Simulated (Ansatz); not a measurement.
SiO2 (P3_221), computed twice by G0W0.

```cif
data_structure
_symmetry_space_group_name_H-M 'P 1'
_symmetry_Int_Tables_number 1
_cell_length_a 4.9164
_cell_length_b 4.9164
_cell_length_c 5.4084
_cell_angle_alpha 90.000
_cell_angle_beta 90.000
_cell_angle_gamma 120.000
_cell_volume 113.21
loop_
_atom_site_label
_atom_site_type_symbol
_atom_site_fract_x
_atom_site_fract_y
_atom_site_fract_z
_atom_site_occupancy
Si1 Si 0.46973 0.00000 0.66667 1
Si2 Si 0.00000 0.46973 0.33333 1
Si3 Si 0.53027 0.53027 0.00000 1
O4 O 0.41354 0.26758 0.78558 1
O5 O 0.73242 0.14596 0.45225 1
O6 O 0.85404 0.58646 0.11891 1
O7 O 0.26758 0.41354 0.21442 1
O8 O 0.14596 0.73242 0.54775 1
O9 O 0.58646 0.85404 0.88109 1
```

The cell and positions come from the Crystallography Open Database and are kept as given unless a step says otherwise.

The first (Ansatz 0.2.0; start PBE, 3×3×2 mesh, 288 empty bands, screening to 108 eV, PAW set soft_1 files; 1 × NVIDIA H100 80GB HBM3 (shared by 6 runs) with 3 threads of AMD EPYC 7R13 (Zen 3), shared host) gave, on its mesh: starting gap 5.99 eV, G0W0 gap 8.82 eV, RPA ε∞ (mean) 2.36, 15 s.

Question: The second changes mesh from 3×3×2 to 6×6×4 and frequency model from contour deformation to plasmon pole. What does it give?

It gave: starting gap 5.99 eV, G0W0 gap 8.78 eV, RPA ε∞ (mean) 2.36, 1.8 min. The G0W0 gap moves by −0.04 eV, +0.00 eV from the start and −0.04 eV from the correction. Σc changes by +0.01 eV at the valence top and +0.05 eV at the conduction bottom, and Σx − Vxc between them by −0.08 eV.

Limits: not at the basis limit; coarse k mesh.

[Paths, hosts, dates, memory and timing lines, banners, echoed tables and standing remarks are left out of the program output.]

[Logs are printed without paths, hosts, clocks, repeated set-up lines and the standing remarks that a program may print on its own settings, such as how far it seeks lower states.]

[Runs of the session that timed out or met a known fault of the program may be left out.]

[Cells called generated may have been cut or substituted from an entry of the Crystallography Open Database or the Materials Project.]

[Hosts, paths, dates, database ids (printed as entryN), source tags and the programs' standing remarks are cut or masked in the printed files.]
